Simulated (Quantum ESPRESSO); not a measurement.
**Al K ELNES/XANES of ScAl (Pm-3m) from DFT**

What does one-electron theory with a core hole give for the Al K edge of ScAl (Pm-3m)?

Program: Quantum ESPRESSO 7.5. Level of theory: X-ray absorption near-edge structure, plane-wave PAW LDA, one-electron final states by a Lanczos continued fraction. Results are calculated unless marked as measured.

**1. Starting point**

It takes space group Pm-3m (No. 221, cubic). Conventional cell: a = 3.370 Å, b = 3.370 Å, c = 3.370 Å, α = 90.00°, β = 90.00°, γ = 90.00°. Nearest to Sc lie 8 Al at 2.92 Å. Al has 8 Sc at 2.92 Å nearest. Farther neighbours are not listed.

**2. The field without a hole**

The ground state comes first: it tells whether the system has a gap, which decides how the excited electron is treated.

The PAW data sets are made with ld1.x, with reconstruction data.

The input, scf.in:

```
&control
   calculation='scf', prefix='x', pseudo_dir='../pp', outdir='tmp', tprnfor=.true.
/
&system
   ibrav=0, nat=2, ntyp=2, nbnd=11
   ecutwfc=50, ecutrho=450
   occupations='smearing', smearing='mv', degauss=0.015
/
&electrons
   conv_thr=2.0e-08, electron_maxstep=120
   mixing_beta=0.5
/
ATOMIC_SPECIES
Sc 1.0 Sc.lda-spn-kjpaw.UPF
Al3 1.0 Al.lda-nl-kjpaw.UPF
CELL_PARAMETERS angstrom
  3.37034897 0.00000000 0.00000000
  0.00000000 3.37034897 0.00000000
  0.00000000 0.00000000 3.37034897
ATOMIC_POSITIONS crystal
Sc   0.50000000 0.50000000 0.50000000
Al3  0.00000000 0.00000000 0.00000000
K_POINTS automatic
8 8 8 0 0 0
```

Command:

```bash
$ OMP_NUM_THREADS=1 mpirun --oversubscribe --bind-to none -np 4 pw.x -nk 4 -in scf.in > scf.out
```

The program printed:

```text
     [... banner and references ...]
using ibrav=0 with symmetry is DISCOURAGED, use correct ibrav instead

     G-vector sticks info
     --------------------

     Using Slab Decomposition

     bravais-lattice index     =            0
     lattice parameter (alat)  =       6.3690  a.u.
     unit-cell volume          =     258.3576 (a.u.)^3
     number of atoms/cell      =            2
     number of atomic types    =            2
     number of electrons       =        14.00
     number of Kohn-Sham states=           11
     kinetic-energy cutoff     =      50.0000  Ry
     charge density cutoff     =     450.0000  Ry
     scf convergence threshold =      2.0E-08
     mixing beta               =       0.5000
     number of iterations used =            8  plain     mixing
     Exchange-correlation= SLA  PZ   NOGX NOGC
                           (   1   1   0   0   0   0   0)

     celldm(1)=   6.369036  celldm(2)=   0.000000  celldm(3)=   0.000000
     celldm(4)=   0.000000  celldm(5)=   0.000000  celldm(6)=   0.000000

     crystal axes: (cart. coord. in units of alat)
               a(1) = (   1.000000   0.000000   0.000000 )
               a(2) = (   0.000000   1.000000   0.000000 )
               a(3) = (   0.000000   0.000000   1.000000 )

     reciprocal axes: (cart. coord. in units 2 pi/alat)
               b(1) = (  1.000000  0.000000  0.000000 )
               b(2) = (  0.000000  1.000000  0.000000 )
               b(3) = (  0.000000  0.000000  1.000000 )

     PseudoPot. #1 for Sc:     Pseudo is Projector augmented-wave + core cor, Zval = 11.0

     PseudoPot. #2 for Al:     Pseudo is Projector augmented-wave + core cor, Zval =  3.0

     atomic species   valence    mass     pseudopotential
     Sc               11.00     1.00000     Sc( 1.00)
     Al3               3.00     1.00000     Al( 1.00)

     48 Sym. Ops., with inversion, found

   Cartesian axes

     site n.     atom                  positions (alat units)
         1        Sc     tau(   1) = (   0.5000000   0.5000000   0.5000000  )
         2        Al3    tau(   2) = (   0.0000000   0.0000000   0.0000000  )

     number of k points=    35  Marzari-Vanderbilt smearing, width (Ry)=  0.0150
                       cart. coord. in units 2pi/alat
        k(    1) = (   0.0000000   0.0000000   0.0000000), wk =   0.0039062
        k(    2) = (   0.0000000   0.0000000   0.1250000), wk =   0.0234375
        k(    3) = (   0.0000000   0.0000000   0.2500000), wk =   0.0234375
        k(    4) = (   0.0000000   0.0000000   0.3750000), wk =   0.0234375
        k(    5) = (   0.0000000   0.0000000  -0.5000000), wk =   0.0117188
[...]
k(   33) = (   0.3750000   0.3750000  -0.5000000), wk =   0.0468750
        k(   34) = (   0.3750000  -0.5000000  -0.5000000), wk =   0.0234375
        k(   35) = (  -0.5000000  -0.5000000  -0.5000000), wk =   0.0039062

     Dense  grid:    41851 G-vectors     FFT dimensions: (  45,  45,  45)

     Smooth grid:    12293 G-vectors     FFT dimensions: (  30,  30,  30)

     Initial potential from superposition of free atoms

     starting charge      13.9958, renormalised to      14.0000
     Starting wfcs are   14 randomized atomic wfcs
     Checking if some PAW data can be deallocated...

     per-process dynamical memory:    36.2 Mb

     Self-consistent Calculation

     iteration #  1     ecut=    50.00 Ry     beta= 0.50
     Davidson diagonalization with overlap
     ethr =  1.00E-02,  avg # of iterations =  2.5

     Threshold (ethr) on eigenvalues was too large:
     Diagonalizing with lowered threshold

     Davidson diagonalization with overlap
     ethr =  3.20E-05,  avg # of iterations =  9.9

     total energy              =    -191.11248017 Ry
     estimated scf accuracy    <       0.01463659 Ry

     iteration #  2     ecut=    50.00 Ry     beta= 0.50
     Davidson diagonalization with overlap
[...]
total energy              =    -191.11383920 Ry
[...]
iteration # 10     ecut=    50.00 Ry     beta= 0.50
     Davidson diagonalization with overlap
     ethr =  2.39E-09,  avg # of iterations =  2.3

     total energy              =    -191.11383921 Ry
     estimated scf accuracy    <       0.00000004 Ry

     iteration # 11     ecut=    50.00 Ry     beta= 0.50
     Davidson diagonalization with overlap
     ethr =  3.18E-10,  avg # of iterations =  6.0

     total energy              =    -191.11383924 Ry
     estimated scf accuracy    <       0.00000004 Ry

     iteration # 12     ecut=    50.00 Ry     beta= 0.50
     Davidson diagonalization with overlap
     ethr =  2.59E-10,  avg # of iterations =  4.0

     End of self-consistent calculation

          k = 0.0000 0.0000 0.0000 (  1551 PWs)   bands (ev):

   -39.6048 -18.4595 -18.4595 -18.4595   0.9219   8.6810   8.6810  12.0005
    12.0005  12.0005  13.0523

          k = 0.0000 0.0000 0.1250 (  1547 PWs)   bands (ev):

   -39.6025 -18.4870 -18.4571 -18.4571   1.1438   8.4413   8.7906  11.4287
    11.4287  12.0326  12.5265

          k = 0.0000 0.0000 0.2500 (  1526 PWs)   bands (ev):

   -39.5971 -18.5528 -18.4510 -18.4510   1.7883   7.4569   9.0827  10.7239
    10.7239  12.1118  12.2894

          k = 0.0000 0.0000 0.3750 (  1526 PWs)   bands (ev):

   -39.5916 -18.6178 -18.4451 -18.4451   2.7861   5.9510   9.4281  10.2538
    10.2538  12.1935  12.7638

          k = 0.0000 0.0000-0.5000 (  1542 PWs)   bands (ev):

   -39.5893 -18.6445 -18.4427 -18.4427   3.6890   4.8331   9.5933  10.0902
    10.0902  12.2282  13.1030

          k = 0.0000 0.1250 0.1250 (  1534 PWs)   bands (ev):

[...]
k = 0.0000 0.1250-0.5000 (  1546 PWs)   bands (ev):

[...]
k = 0.0000 0.2500-0.5000 (  1556 PWs)   bands (ev):

[...]
k = 0.0000 0.3750-0.5000 (  1548 PWs)   bands (ev):

[...]
k = 0.0000-0.5000-0.5000 (  1516 PWs)   bands (ev):

[...]
k = 0.1250 0.1250-0.5000 (  1548 PWs)   bands (ev):

[...]
k = 0.1250 0.2500-0.5000 (  1550 PWs)   bands (ev):

[...]
k = 0.1250 0.3750-0.5000 (  1542 PWs)   bands (ev):

[...]
k = 0.1250-0.5000-0.5000 (  1548 PWs)   bands (ev):

[...]
k = 0.2500 0.2500 0.3750 (  1543 PWs)   bands (ev):

[...]
k = 0.2500 0.2500-0.5000 (  1548 PWs)   bands (ev):

[...]
k = 0.2500 0.3750 0.3750 (  1545 PWs)   bands (ev):

[...]
k = 0.2500 0.3750-0.5000 (  1536 PWs)   bands (ev):

[...]
k = 0.2500-0.5000-0.5000 (  1540 PWs)   bands (ev):

[...]
k = 0.3750 0.3750 0.3750 (  1541 PWs)   bands (ev):

[...]
k = 0.3750 0.3750-0.5000 (  1546 PWs)   bands (ev):

   -39.5641 -18.6000 -18.5733 -18.5711   5.7280   6.9229   7.1376  10.3378
    10.9185  11.2312  11.8400

          k = 0.3750-0.5000-0.5000 (  1536 PWs)   bands (ev):

   -39.5619 -18.5964 -18.5964 -18.5687   6.1845   6.9098   6.9098   9.7340
    11.1200  12.0224  12.0231

          k =-0.5000-0.5000-0.5000 (  1568 PWs)   bands (ev):

   -39.5598 -18.5930 -18.5930 -18.5930   6.8170   6.8170   6.8170   8.7859
    12.2947  12.2947  13.0529

     the Fermi energy is     9.3555 ev

!    total energy              =    -191.11383925 Ry
     total all-electron energy =     -2008.911133 Ry
     estimated scf accuracy    <          1.9E-09 Ry
     smearing contrib. (-TS)   =      -0.00029984 Ry
     internal energy E=F+TS    =    -191.11353941 Ry

     The total energy is F=E-TS. E is the sum of the following terms:
     one-electron contribution =     -39.58027980 Ry
     hartree contribution      =      24.31801682 Ry
     xc contribution           =     -19.97491114 Ry
     ewald contribution        =     -66.22295955 Ry
     one-center paw contrib.   =     -89.65340575 Ry

     convergence has been achieved in  12 iterations

     Forces acting on atoms (cartesian axes, Ry/au):

     atom    1 type  1   force =     0.00000000    0.00000000    0.00000000
     atom    2 type  2   force =     0.00000000    0.00000000    0.00000000

     Total force =     0.000000     Total SCF correction =     0.000000

     XML data file, charge density, pseudopotentials, collected wavefunctions

=------------------------------------------------------------------------------=
   JOB DONE.
=------------------------------------------------------------------------------=
```

Run time: 4 s. Hardware: 4 MPI ranks of Intel Xeon 6975P-C (Granite Rapids), shared host; peak memory 0.1 GiB; 15 s of CPU time.

Absorbing atoms carry a label of their own (element plus a letter or digit), as the spectrum program needs them as separate species.

The mesh shows no gap, so the system is treated as a metal and the core electron is put at the Fermi level (neutral cell).

**3. Spectrum without a core hole, Al atom 2**

Without a hole the spectrum is the empty density of states of the right symmetry on the absorber, weighted by matrix elements. It needs only the small cell and serves as the baseline.

The absorber has 8 Sc at 2.92 Å and 6 Al at 3.37 Å (cube and octahedron, as in bcc, site symmetry m-3m).

The input, xspectra.in:

```
&input_xspectra
   calculation='xanes_dipole', edge='K'
   prefix='x', outdir='tmp', xiabs=2, xe0=9.3555
   xonly_plot=.false., x_save_file='xanes.sav'
   xniter=3000, xcheck_conv=20, xerror=0.005
   xcoordcrys=.false., xepsilon(1)=1, xepsilon(2)=0, xepsilon(3)=0
/
&plot
   xnepoint=413, xemin=-10, xemax=45, terminator=.true., cut_occ_states=.true.
   xgamma=0.4
/
&pseudos
   filecore='../Al.wfc'
/
&cut_occ
   cut_desmooth=0.1, cut_stepl=0.05, cut_stepu=0.05, cut_ierror=1e-5
/
9 9 9 0 0 0
```

Command:

```bash
$ OMP_NUM_THREADS=1 mpirun --oversubscribe --bind-to none -np 4 xspectra.x -nk 4 -in xspectra.in > xspectra.out
```

The program printed:

```text
     [... banner and references ...]
Reading input_file

     calculation: xanes_dipole

     xepsilon  [cartesian coordinates]:   1.000000   0.000000   0.000000

     xonly_plot: FALSE
        => complete calculation: Lanczos + spectrum plot

     filecore (core-wavefunction file): ../Al.wfc

     main plot parameters:
        cut_occ_states: TRUE
        gamma_mode:  constant
        -> using xgamma [eV]:  0.40
        xemin [eV]: -10.00
        xemax [eV]:  45.00
        xnepoint:  413
        xe0 [eV]:   9.355500 (energy zero read in input file)

[...]
Results of STEP 1 successfully written in x_save_file
     x_save_file name:
     ->  xanes.sav
     x_save_file version:  2

     ... End STEP 1 ...

     ... Begin STEP 2 ...

     The spectrum is calculated using the following parameters:
        xe0 [eV]:    9.3555
        the occupied states are elimintate from the spectrum
        xemin [eV]: -10.00
        xemax [eV]:  45.00
        xnepoint:  413
        constant broadening parameter [eV]:    0.400
        Core level energy [eV]:  -1559.
         (from electron binding energy of neutral atoms in X-ray data booklet)

     Cross-section successfully written in xanes.dat

     ... End STEP 2 ...

                                END JOB XSpectra
```

Wall time 18 s (4 MPI ranks); peak memory 0.11 GiB.

The Al K spectrum, Al atom 2, no core hole (energy from the energy zero of the input (xe0, at the border of filled and empty states); intensity scaled to a mean of 1 over the first 20 eV; the points at xe0, where the cut of filled states can leave a spike, are interpolated):

```csv
E (eV),intensity
-2.0,0.05
-1.5,0.07
-1.0,0.09
-0.5,0.15
0.0,0.35
0.5,0.61
1.0,0.92
1.5,0.73
2.0,0.47
2.5,0.38
3.0,0.50
3.5,0.81
4.0,0.86
4.5,0.92
5.0,0.96
5.5,1.16
6.0,1.29
6.5,1.87
7.0,1.90
7.5,1.55
8.0,1.24
8.5,0.92
9.0,0.90
9.5,1.15
10.0,1.42
10.5,1.41
11.0,1.15
11.5,1.07
12.0,1.45
12.5,1.42
13.0,1.21
13.5,1.16
14.0,1.12
14.5,1.10
15.0,1.21
15.5,0.92
16.0,0.82
16.5,0.63
17.0,0.64
17.5,0.70
18.0,0.68
18.5,0.64
19.0,0.71
19.5,0.77
20.0,0.91
20.5,1.23
21.0,1.44
21.5,1.49
22.0,1.19
22.5,1.27
23.0,1.47
23.5,1.39
24.0,1.17
24.5,1.29
25.0,1.12
25.5,1.15
26.0,1.44
26.5,1.71
27.0,1.65
27.5,1.43
28.0,1.27
28.5,1.04
29.0,1.23
29.5,1.24
30.0,1.39
30.5,1.21
31.0,1.06
31.5,1.02
32.0,0.92
```

Main maxima below 24 eV (height): 1.1 eV (0.93), 6.7 eV (2.06), 10.3 eV (1.47), 12.2 eV (1.51), 15.0 eV (1.21), 21.2 eV (1.54) and 23.2 eV (1.54). A K edge sees empty p states on the absorber.

**4. Another broadening**

The final state's lifetime shortens with energy, so measured features broaden above the edge; the saved Lanczos coefficients are redrawn with a width that grows.

The input, xspectra_plot.in:

```
&input_xspectra
   calculation='xanes_dipole', edge='K'
   prefix='x', outdir='tmp', xiabs=2, xe0=9.3555
   xonly_plot=.true., x_save_file='xanes.sav'
   xniter=3000, xcheck_conv=20, xerror=0.005
   xcoordcrys=.false., xepsilon(1)=1, xepsilon(2)=0, xepsilon(3)=0
/
&plot
   xnepoint=413, xemin=-10, xemax=45, terminator=.true., cut_occ_states=.true.
   gamma_mode='variable', gamma_energy(1)=4, gamma_energy(2)=25, gamma_value(1)=0.3, gamma_value(2)=2.5
/
&pseudos
   filecore='../Al.wfc'
/
&cut_occ
   cut_desmooth=0.1, cut_stepl=0.05, cut_stepu=0.05, cut_ierror=1e-5
/
9 9 9 0 0 0
```

Command:

```bash
$ OMP_NUM_THREADS=1 xspectra.x -in xspectra_plot.in > xspectra_plot.out
```

The program printed:

```text
     [... banner and references ...]
Reading input_file
     -------------------------------------------------------------------------

     calculation: xanes_dipole

     xonly_plot: TRUE
        => only the spectrum plot

     main plot parameters:
        cut_occ_states: TRUE
        gamma_mode:  variable
        -> first, constant up to point ( 4.00, 0.30) [eV]
        -> then, linear up to point (25.00, 2.50) [eV]
        -> finally, constant up to xemax
        xemin [eV]: -10.00
        xemax [eV]:  45.00
        xnepoint:  413
[...]
xemin [eV]: -10.00
        xemax [eV]:  45.00
        xnepoint:  413
        energy-dependent broadening parameter:
         -> first, constant up to point ( 4.00, 0.30) [eV]
         -> then, linear up to point (25.00, 2.50) [eV]
         -> finally, constant up to xemax
        Core level energy [eV]:  -1559.
         (from electron binding energy of neutral atoms in X-ray data booklet)

     Cross-section successfully written in xanes.dat

     -------------------------------------------------------------------------
                                END JOB XSpectra
     -------------------------------------------------------------------------
[key lines of the parts left out:]
Fermi level [eV]:   9.6825
```

Wall time 5.6 s (1 MPI rank); peak memory 0.08 GiB.

With a Lorentzian half width 0.3 eV up to 4 eV, rising linearly to 2.5 eV at 25 eV, the maxima are 1.1 eV (1.04), 3.8 eV (0.90), 6.7 eV (1.77), 10.3 eV (1.24) and 12.2 eV (1.21).

**5. Reference energy of the supercell**

The photon energy needs a difference of total energies, so the cell and mesh of the coming hole run are first run without a hole.

The input, scf.in:

```
&control
   calculation='scf', prefix='x', pseudo_dir='../pp', outdir='tmp', tprnfor=.true.
/
&system
   ibrav=0, nat=8, ntyp=2, nbnd=34
   ecutwfc=50, ecutrho=450
   occupations='smearing', smearing='mv', degauss=0.015
/
&electrons
   conv_thr=8.0e-08, electron_maxstep=120
   mixing_beta=0.5
/
ATOMIC_SPECIES
Sc 1.0 Sc.lda-spn-kjpaw.UPF
Al 1.0 Al.lda-nl-kjpaw.UPF
CELL_PARAMETERS angstrom
  3.37034897 3.37034897 3.37034897
  -3.37034897 3.37034897 -3.37034897
  -3.37034897 -3.37034897 3.37034897
ATOMIC_POSITIONS crystal
Sc   0.50000000 0.00000000 0.00000000
Sc   0.50000000 0.50000000 0.50000000
Sc   0.00000000 0.00000000 0.50000000
Sc   0.00000000 0.50000000 0.00000000
Al   0.00000000 0.00000000 0.00000000
Al   0.00000000 0.50000000 0.50000000
Al   0.50000000 0.00000000 0.50000000
Al   0.50000000 0.50000000 0.00000000
K_POINTS automatic
5 5 5 0 0 0
```

Command:

```bash
$ OMP_NUM_THREADS=1 mpirun --oversubscribe --bind-to none -np 4 pw.x -nk 4 -in scf.in > scf.out
```

The program printed:

```text
     [... banner and references ...]
[banner, memory and clock lines left out]
Found identity + (  0.0000 -0.5000 -0.5000) symmetry
     This is a supercell, fractional translations are disabled
     using ibrav=0 with symmetry is DISCOURAGED, use correct ibrav instead

     G-vector sticks info

     bravais-lattice index     =            0
     lattice parameter (alat)  =      11.0315  a.u.
     unit-cell volume          =    1033.4303 (a.u.)^3
[...]
atom    1 type  1   force =    -0.00000000   -0.00000000   -0.00000000
     atom    2 type  1   force =    -0.00000000    0.00000000    0.00000000
     atom    3 type  1   force =    -0.00000000   -0.00000000   -0.00000000
[...]
atom    7 type  2   force =     0.00000000   -0.00000000   -0.00000000
     atom    8 type  2   force =     0.00000000    0.00000000   -0.00000000

     Total force =     0.000000     Total SCF correction =     0.000000

     XML data file, charge density, pseudopotentials, collected wavefunctions
[key lines of the parts left out:]
!    total energy              =    -764.45551714 Ry
the Fermi energy is     9.3087 ev
convergence has been achieved in  15 iterations
```

Wall time 24 s (4 MPI ranks); peak memory 0.28 GiB; 94 s of CPU time.

Reference energy: -109330.516 eV with the cores included.

(Continued in part 2 of 3.)

[Banner, clock and machine lines of the logs are left out without a mark of their own.]

[Logs are printed without paths, hosts, clocks, repeated set-up lines and the standing remarks that a program may print on its own settings, such as how far it seeks lower states.]

[Hosts, paths, dates, database ids (printed as entryN), source tags and the programs' standing remarks are cut or masked in the printed files.]

[Lists of maxima count a maximum above −3 eV only where it reaches 4 % of the highest in the window and stands out from its surroundings by 2 % of it (1.5 % where it reaches 55 %); shoulders and weaker maxima are passed over, and of the rest the first, up to two pre-edge ones and the few strongest are named.]
